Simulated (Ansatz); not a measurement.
# Formation energy and levels of the vacancy V_Mg in MgO (Fm-3m)

Charge states of V_Mg in MgO (Fm-3m), set against the band edges. Model: a cell of 54 host atoms with 1 Mg taken out.

Main program and level: Ansatz 0.2.0; place-levels on r2SCAN runs: charge-transition levels and formation energies with image-charge correction and potential alignment at the atomic sites; PAW set soft_1.

## 1. Set-up

The cell holds 53 atoms: 26 Mg and 27 O. Cell: a = 8.792 Å, b = 8.792 Å, c = 8.792 Å, α = 60.0°, β = 60.0°, γ = 60.0°. It derives from MgO (space group Fm-3m). Nearest the centre at fractional (0.667, 0.667, 0.333): O28 at 2.07 Å, O32 at 2.07 Å, O44 at 2.07 Å, O34 at 2.07 Å, O50 at 2.07 Å, O46 at 2.07 Å, Mg15 at 2.93 Å, Mg39 at 2.93 Å.

As a file:

```xyz
53
Lattice="0.0000 6.2166 6.2166 6.2166 0.0000 6.2166 6.2166 6.2166 0.0000" Properties=species:S:1:pos:R:3 pbc="T T T"
Mg    0.0000    0.0000    0.0000
O     2.0722    2.0722    2.0722
Mg    2.0722    2.0722    0.0000
O     4.1444    4.1444    2.0722
Mg    4.1444    4.1444    0.0000
O     6.2166    6.2166    2.0722
Mg    2.0722    0.0000    2.0722
O     4.1444    2.0722    4.1444
Mg    4.1444    2.0722    2.0722
O     6.2166    4.1444    4.1444
Mg    6.2166    4.1444    2.0722
O     8.2888    6.2166    4.1444
Mg    4.1444    0.0000    4.1444
O     6.2166    2.0722    6.2166
Mg    6.2166    2.0722    4.1444
O     8.2888    4.1444    6.2166
Mg    8.2888    4.1444    4.1444
O    10.3610    6.2166    6.2166
Mg    0.0000    2.0722    2.0722
O     2.0722    4.1444    4.1444
Mg    2.0722    4.1444    2.0722
O     4.1444    6.2166    4.1444
Mg    4.1444    6.2166    2.0722
O     6.2166    8.2888    4.1444
Mg    2.0722    2.0722    4.1444
O     4.1444    4.1444    6.2166
Mg    4.1444    4.1444    4.1444
O     6.2166    6.2166    6.2166
Mg    6.2166    6.2166    4.1444
O     8.2888    8.2888    6.2166
Mg    4.1444    2.0722    6.2166
O     6.2166    4.1444    8.2888
Mg    6.2166    4.1444    6.2166
O     8.2888    6.2166    8.2888
Mg    8.2888    6.2166    6.2166
O    10.3610    8.2888    8.2888
Mg    0.0000    4.1444    4.1444
O     2.0722    6.2166    6.2166
Mg    2.0722    6.2166    4.1444
O     4.1444    8.2888    6.2166
Mg    4.1444    8.2888    4.1444
O     6.2166   10.3610    6.2166
Mg    2.0722    4.1444    6.2166
O     4.1444    6.2166    8.2888
Mg    4.1444    6.2166    6.2166
O     6.2166    8.2888    8.2888
Mg    6.2166    8.2888    6.2166
O     8.2888   10.3610    8.2888
Mg    4.1444    4.1444    8.2888
O     6.2166    6.2166   10.3610
O     8.2888    8.2888   10.3610
Mg    8.2888    8.2888    8.2888
O    10.3610   10.3610   10.3610
```

The host's dielectric constants go in as inputs: 3.24 for the electrons alone, 10.37 with the ions, from a response run on this crystal (DFPT, PBEsol) at that run's own cell.

The relaxed host is scaled by −1.5 % along all axes; the dielectric constants are those of the unstrained host.

The cell's shortest repeat is 8.8 Å.

## 2. What was run first

A transition level is the Fermi level at which two charge states cost the same, so each charge needs its own total energy, at its own relaxed structure.

Each atom starts 0.05 Å or so off its site in a random direction: a symmetric start keeps its symmetry, and would miss off-centre moves and Jahn–Teller distortions. Forces are taken at one point at (¼, ¼, ¼). The cell holds 2 electrons more than the neutral one, with a uniform background that keeps it neutral on the whole.

The sampling was tested on the host first: at the k-points planned (1x1x1 shifted 0.25 0.25 0.25) its energy lies 0.020 eV an atom from the dense-mesh value, so the final energies take a denser sampling.

One of the inputs; charge, spin and start change from state to state.

The input, qm2.relax/input.yaml:

```yaml
crystal:
  lattice:
    - [0.0, 2.07219142, 2.07219142]
    - [2.07219142, 0.0, 2.07219142]
    - [2.07219142, 2.07219142, 0.0]
  atoms:
    - { symbol: Mg, position: [0.0, 0.0, 0.0] }
    - { symbol: O, position: [0.5, 0.5, 0.5] }
  supercell: [3, 3, 3]
  defects: [{ vacancy: 50 }]
total_charge: -2
basis:
  ecutwfc: 500
  xc_grid: 2
hamiltonian:
  xc: r2scan
  pseudopotentials: { kind: paw, azcp: { folder: soft_1 } }
kpoints:
  mp_grid: { grid: [1, 1, 1], shift: [0.25, 0.25, 0.25] }
scf:
  occupations: { method: fixed }
  max_iter: 100
output:
  forces: true
  charged_corrections: { epsilon: 3.24, static_epsilon: 10.37 }
relax:
  f_tol: 0.02
  max_steps: 80
  random_displacement: { amplitude: 0.05, seed: 235 }
checkpoint:
  write: "../qm2.relax.run"
  compress: false
  write_wavefunctions: true
  write_every: 100000
```

Command:

```
> ansatz run input.yaml --threads 4 --pin off --max-ram 7536MiB --backend cpu --events-out ev --progress --plain --runs-dir out
```

Defect states can disperse in a cell of this size, so the energy is taken again at a 2×2×2 shifted mesh, on the relaxed structure.

The run of this state that the levels use, under r2SCAN:

The input, qm2.point/input.yaml:

```yaml
crystal:
  checkpoint: "../qm2.relax.run"
  host: checkpoint
total_charge: -2
basis:
  ecutwfc: 500
  xc_grid: 2
hamiltonian:
  xc: r2scan
  pseudopotentials: { kind: paw, azcp: { folder: soft_1 } }
kpoints:
  mp_grid: { grid: [2, 2, 2], shift: [0.5, 0.5, 0.5] }
scf:
  occupations: { method: fermi_dirac, width: 0.01 }
  max_iter: 100
output:
  forces: true
  eigenvalues: true
  charged_corrections:
    epsilon: 3.24
    static_epsilon: 10.37
    defect_position: [0.666667, 0.666667, 0.333333]
  eigenstates: { localisation: true }
  populations: true
checkpoint:
  read: "../qm2.relax.run"
  write: "../qm2.point.run"
  compress: false
  write_wavefunctions: false
  write_every: 100000
```

Relaxations under r2SCAN at one point at (¼, ¼, ¼); times on 4 threads of Arm Neoverse V2, shared host:

| charge | moment (μB) | occupations | outcome | steps | largest displacement against the far atoms (Å) | time |
| --- | --- | --- | --- | --- | --- | --- |
| −2 | 0 | fixed | converged | 4 | 0.11 | 42 s |
| −1 | 1 | fixed | converged | 12 | 0.11 | 5.9 min |
| 0 | 0 | fixed | not converged | - | - | 64 s |
| 0 | 0 | fermi-dirac | converged | 5 | 0.11 | 87 s |
| +1 | 1 | fixed | converged | 10 | 0.11 | 6.1 min |
| 0 | 2 | fixed | converged | 7 | 0.11 | 4 min |

Single points under r2SCAN at a 2×2×2 shifted mesh; times on 4 threads of Arm Neoverse V2, shared host:

```
charge  moment (μB)  occupations    outcome     time
    −2            0  fermi-dirac  converged     43 s
    −1            1  fermi-dirac  converged  2.7 min
     0            0  fermi-dirac  converged     59 s
    +1            1  fermi-dirac  converged  3.2 min
     0            2  fermi-dirac  converged  2.7 min
```

Distances (Å) from the ideal centre to the nearest atoms after relaxation with r2SCAN:

```csv
charge,moment (μB),1.,2.,3.,4.,5.,6.
−2,0,O 2.18,O 2.18,O 2.18,O 2.19,O 2.19,O 2.19
−1,1,O 2.17,O 2.18,O 2.18,O 2.18,O 2.18,O 2.19
0,0,O 2.17,O 2.17,O 2.18,O 2.18,O 2.18,O 2.18
0,2,O 2.17,O 2.17,O 2.17,O 2.18,O 2.18,O 2.18
+1,1,O 2.14,O 2.14,O 2.15,O 2.16,O 2.17,O 2.18
```

## 3. Levels against the band edges, r2SCAN

A charged cell interacts with its images and the background, and its potential has another zero than the host's. place-levels removes the first by a point-charge model, screened by the static dielectric constant since the ions have relaxed around the charge, and the second by comparing potentials at atoms far from the defect.

The host is a run of the defect-free crystal in the same cutoffs, grids and k-points, so that basis and sampling errors cancel in part in the differences. The host is run in a cell of 2 atoms on a matching mesh. Its band edges are searched through the zone by a band path, so the gap is smaller than, or equal to, that on the mesh. Chemical potentials are energies per atom of Mg (hcp), run with the same functional and cutoff.

The input, levels.point.yaml:

```yaml
host:
  run: host.point.run
states: [qm2.point.run, qm1_M1.point.run, q0.point.run, qp1_M1.point.run, q0_M2.point.run]
geometry_from:
  qm2.point.run: qm2.relax.run
  qm1_M1.point.run: qm1_M1.relax.run
  q0.point.run: q0.relax_smeared.run
  qp1_M1.point.run: qp1_M1.relax.run
  q0_M2.point.run: q0_M2.relax.run
chemical_potentials:
  Mg:
    energy: -1926.407918
    dataset: "<sha256 of the dataset>"
epsilon: 3.24
static_epsilon: 10.37
vertical:
  - { from: qm2.point.run, to: qm2.point_neutral.run }
  - { from: qm1_M1.point.run, to: qm1_M1.point_neutral.run }
  - { from: qp1_M1.point.run, to: qp1_M1.point_neutral.run }
```

Command:

```
> ansatz place-levels levels.point.yaml -- --threads 4 --pin off --max-ram 7536MiB
```

Numbers of over 12 decimals in the logs are rounded to 6 here.

Output:

```text
[... repeated set-up lines and file paths are left out, and long positions are rounded to six places ...]
(+1/0) 0.105 eV beneath the valence edge (-0.214 eV without the band-filling correction), in the valence band
(0/-1) 0.359 eV above the valence edge, 5.793 eV under the conduction edge
(-1/-2) 0.842 eV above the valence edge, 5.311 eV under the conduction edge
formation energy of charge +1: +9.283 eV with the Fermi level at the valence edge
formation energy of charge 0: +9.177 eV with the Fermi level at the valence edge
formation energy of charge -1: +9.537 eV with the Fermi level at the valence edge
formation energy of charge -2: +10.379 eV with the Fermi level at the valence edge
vertical -2 to 0: no energy, since no alignment is typed
  the change from vertical[0].from (qm2.point.run) to vertical[0].to (qm2.point_neutral.run): by its potential at epsilon 3.24 it stands at 0.667 0.666 0.333, with an rms radius of about 4.2 Å (2.4 2.4 2.4 Å across the planes of the cell's vectors); [...]
vertical -1 to 0: no energy, since no alignment is typed
  the change from vertical[1].from (qm1_M1.point.run) to vertical[1].to (qm1_M1.point_neutral.run): by its potential at epsilon 3.24 it stands at 0.666 0.662 0.335, with an rms radius of about 5.0 Å (2.8 2.8 3.0 Å across the planes of the cell's vectors); [...]
vertical +1 to 0: no energy, since no alignment is typed
  the change from vertical[2].from (qp1_M1.point.run) to vertical[2].to (qp1_M1.point_neutral.run): by its potential at epsilon 3.24 it stands at 0.656 0.654 0.288, with an rms radius of about 3.5 Å (2.0 2.0 2.1 Å across the planes of the cell's vectors); [...]
  edges by r2scan, gap 6.153 eV; the host is sampled to repeats of 17.58 Å
  the defect's cells are sampled to repeats of 17.58 Å, like sampling
  charge +1: -65526.6072 eV with its correction of -0.363 eV, at epsilon 10.37, aligned at sites: -0.6187 eV, mean over 21 atomic sites at or beyond 4.40 Å from the defect at [0.6667, 0.6667, 0.3333], with +0.000000 for the charge's moments and without [...]
  states[3] (qp1_M1.point.run): levels filled in part (TS 0.001 eV): its energy is of no whole electron's
  charge 0: +0.000 eV for its dipole among its images, +0.000 omitted
  states[4] (q0_M2.point.run): levels filled in part (TS 0.006 eV): its energy is of no whole electron's
  charge -1: -65509.9567 eV with its correction of +0.684 eV, at epsilon 10.37, aligned at sites: -0.4275 eV, mean over 21 atomic sites at or beyond 4.40 Å from the defect at [0.6667, 0.6667, 0.3333], with +0.000000 for the charge's moments and without [...]
  states[1] (qm1_M1.point.run): levels filled in part (TS 0.006 eV): its energy is of no whole electron's
  charge -2: -65500.8626 eV with its correction of +1.744 eV, at epsilon 10.37, aligned at sites: -0.3600 eV, mean over 21 atomic sites at or beyond 4.40 Å from the defect at [0.6667, 0.6667, 0.3333], with +0.000000 for the charge's moments and without [...]
  charge 0: states[2] (q0.point.run) stands 0.137 eV higher, with a moment of 0.00 μB against 2.00
  states[2] (q0.point.run): levels filled in part (TS 0.010 eV): its energy is of no whole electron's
  of states[3] (qp1_M1.point.run): it parts from the run at its places by a charge that spreads by about 2.1 Å along one vector (1.2 Å or more is wide), by its potential at epsilon 3.24, taken for that of held ions (one typed too small widens it), where the [...]
  of states[4] (q0_M2.point.run): its alignment with the host at atomic sites is doubtful: the cell is too small to show whether the defect's potential has decayed: take a larger one; stability_check_not_made
  of states[1] (qm1_M1.point.run): it parts from the run at its places by a charge that spreads by about 3 Å along one vector (1.2 Å or more is wide), by its potential at epsilon 3.24, taken for that of held ions (one typed too small widens it), where the [...]
  of states[0] (qm2.point.run): it parts from the run at its places by a charge that spreads by about 2.4 Å along one vector (1.2 Å or more is wide), by its potential at epsilon 3.24, taken for that of held ions (one typed too small widens it), where the cell [...]
  of states[2] (q0.point.run): its alignment with the host at atomic sites is doubtful: the cell is too small to show whether the defect's potential has decayed: take a larger one
  of vertical[0].from (qm2.point.run): it parts from the run at its places by a charge that spreads by about 2.4 Å along one vector (1.2 Å or more is wide), by its potential at epsilon 3.24, taken for that of held ions (one typed too small widens it), where [...]
  vertical[0].to (qm2.point_neutral.run): levels filled in part (TS 0.011 eV): its energy is of no whole electron's
  vertical[1].from (qm1_M1.point.run): levels filled in part (TS 0.006 eV): its energy is of no whole electron's
  of vertical[1].from (qm1_M1.point.run): stability_check_not_made; [...]
  vertical[1].to (qm1_M1.point_neutral.run): levels filled in part (TS 0.010 eV): its energy is of no whole electron's
  vertical[2].from (qp1_M1.point.run): levels filled in part (TS 0.001 eV): its energy is of no whole electron's
  of vertical[2].from (qp1_M1.point.run): stability_check_not_made; [...]
  vertical[2].to (qp1_M1.point_neutral.run): levels filled in part (TS 0.010 eV): its energy is of no whole electron's
```

It took 0.41 s on 4 threads of Arm Neoverse V2, shared host.

Levels between the charges placed, in eV above the valence top:

|  | gap (eV) | (+1/0) | (0/−1) | (−1/−2) |
| --- | --- | --- | --- | --- |
| r2SCAN | 6.15 | -0.11 | 0.36 | 0.84 |

Corrections by state:

| charge | moment (μB) | image terms and alignment (eV) | band filling (eV) | ε used | over the lowest of its charge, as the program ranks them, band filling apart (eV) |
| --- | --- | --- | --- | --- | --- |
| +1 | 1.0 | -0.363 | -0.108 | 10.37 | 0.000 |
| 0 | 2.0 | 0.000 | - | - | 0.000 |
| −1 | 1.0 | 0.684 | - | 10.37 | 0.000 |
| −2 | 0.0 | 1.744 | - | 10.37 | 0.000 |
| 0 | 0.0 | 0.000 | - | - | 0.137 |

The charged structures listed were also run neutral, and place-levels reads from each pair, by the potential or the spins, how wide the charge is by which they differ; that can be the carrier of either run.

```csv
charge,rms radius (Å),spread where it is widest against the cell (Å),wide from (Å),reading
+1,3.5,2.09,1.24,wide
−1,5.0,3.03,1.24,wide
−2,4.2,2.41,1.24,wide
```

The neutral runs of these pairs need not share the spin of the lowest neutral state, and very wide values only mean spread over the cell.

From the program's caveats on the states, each cut to its opening words:

- charge +1 (1 μB): it parts from the run at its places by a charge that spreads by about 2.1 Å along one vector (1.2 Å or more is wide), by its potential at epsilon 3.24, taken [...]
- charge +1 (1 μB): a band-filling correction moves a carrier to the host's band edge, which changes its energy by -0.108 eV
- charge +1 (1 μB), 0 (2 μB), −1 (1 μB), −2, 0: its alignment with the host at atomic sites is doubtful: the cell is too small to show whether the defect's potential has decayed: take a larger one
- charge +1 (1 μB): the host's ions (past the first shell or, of a walk that freed a part, those that it held) aren't shown at rest: they stand up to 0.063 Å off their sites, 0.81 [...]
- charge +1 (1 μB), 0 (2 μB), −1 (1 μB): flagged: stability check not made
- charge −1 (1 μB): it parts from the run at its places by a charge that spreads by about 3 Å along one vector (1.2 Å or more is wide), by its potential at epsilon 3.24, taken for [...]
- charge −2: it parts from the run at its places by a charge that spreads by about 2.4 Å along one vector (1.2 Å or more is wide), by its potential at epsilon 3.24, taken [...]

The host's formation energy from the elements is -2.952 eV per atom at this strain; it sets how far the chemical potentials can move.

Limit set by the element alone; other compounds of these elements are not counted. Chemical potentials from the elements' reference states: Mg 0.00 eV, O -5.90 eV. Formation energy by charge state (Mg-rich; gap 6.15 eV):

```
charge  at valence top (eV)  at conduction bottom (eV)  correction included (eV)
    +1                 9.28                      15.44                     -0.47
     0                 9.18                       9.18                      0.00
    −1                 9.54                       3.38                      0.68
    −2                10.38                      -1.93                      1.74
```

| Fermi level (eV) | lowest formation energy (eV) |
| --- | --- |
| 0.00 | 9.18 |
| 0.56 | 8.98 |
| 1.12 | 8.14 |
| 1.68 | 7.03 |
| 2.24 | 5.91 |
| 2.79 | 4.79 |
| 3.36 | 3.66 |
| 3.92 | 2.54 |
| 4.48 | 1.43 |
| 5.03 | 0.31 |
| 5.59 | -0.81 |
| 6.15 | -1.93 |

Limit set by the element alone; other compounds of these elements are not counted. Chemical potentials from the elements' reference states: O 0.00 eV, Mg -5.90 eV. Formation energy by charge state (O-rich; gap 6.15 eV):

| charge | at valence top (eV) | at conduction bottom (eV) | correction included (eV) |
| --- | --- | --- | --- |
| +1 | 3.38 | 9.53 | -0.47 |
| 0 | 3.27 | 3.27 | 0.00 |
| −1 | 3.63 | -2.52 | 0.68 |
| −2 | 4.47 | -7.83 | 1.74 |

(Fermi level (eV), lowest formation energy (eV)): (0.00, 3.27), (0.56, 3.07), (1.12, 2.24), (1.68, 1.12), (2.24, 0.00), (2.79, -1.11), (3.36, -2.24), (3.92, -3.36), (4.48, -4.48), (5.03, -5.60), (5.59, -6.71), (6.15, -7.83)

## 4. Results

```yaml
gap_of_the_host: 6.15 eV (r2SCAN)
level_plus_1_over_0: 0.11 eV below the valence top (-0.21 eV above the valence top without the band-filling term)
level_0_minus_1: 0.36 eV above the valence top
level_minus_1_minus_2: 0.84 eV above the valence top
lowest_of_the_charges_placed_just_above_the_valence_top_0p02_ev: 0
lowest_of_the_charges_placed_just_below_the_conduction_bottom_0p02_ev: −2
lowest_formation_energy_at_mid_gap_of_the_charges_run_mg_rich: 4.23 eV
lowest_formation_energy_at_mid_gap_of_the_charges_run_o_rich: -1.68 eV
```

**Reading.** Of the charges placed (−2, −1, 0 and +1), the lowest changes at 0.36 eV (0/−1) and 0.84 eV (−1/−2) above the valence top, in a gap of 6.15 eV. (0/−1) and (−1/−2) lie nearer to a band edge than the share of the finite-size correction in them (0.68 and 1.06 eV), and that correction holds for a localised charge alone. Charges below −2 were not placed, so these runs say nothing of levels that involve them. States placed: +1 at 1 μB; 0 at 2 μB and 0 μB; −1 at 1 μB; −2 at 0 μB. Other spin states or structures, where not listed, weren't placed. The program finds carriers beyond a band edge of the host and adds a band-filling term at charge +1 (-0.11 eV); steps to such a charge show no bound level, and a defect level inside a band would be read the same way. Corrections reach 1.7 eV, so the cell is small for these charges and their levels are rough. The program doubts the alignment of potentials for at least one state, a sign that the cell is small. What this leaves open: the images are only 8.8 Å apart; r2SCAN makes the gap too small and tends to spread out bound carriers; where a gas molecule sets a chemical potential or the host's formation energy, its binding is uncorrected; force components of up to 0.22 eV/Å remain in a run at the final settings.

[Logs are printed without paths, hosts, clocks, repeated set-up lines and the standing remarks that a program may print on its own settings, such as how far it seeks lower states.]

[Hosts, paths, dates, database ids (printed as entryN), source tags and the programs' standing remarks are cut or masked in the printed files.]

[Where a table of states has a column of steps, it counts the stored structures, which are thinned; the runs took as many ionic steps or more.]

[A defect's name tells the site on which it was built; relaxed atoms can leave that site.]

[For some hosts the program warned that the k-mesh of the response run may be too coarse for force constants and the static dielectric constant; such warnings are not shown here.]
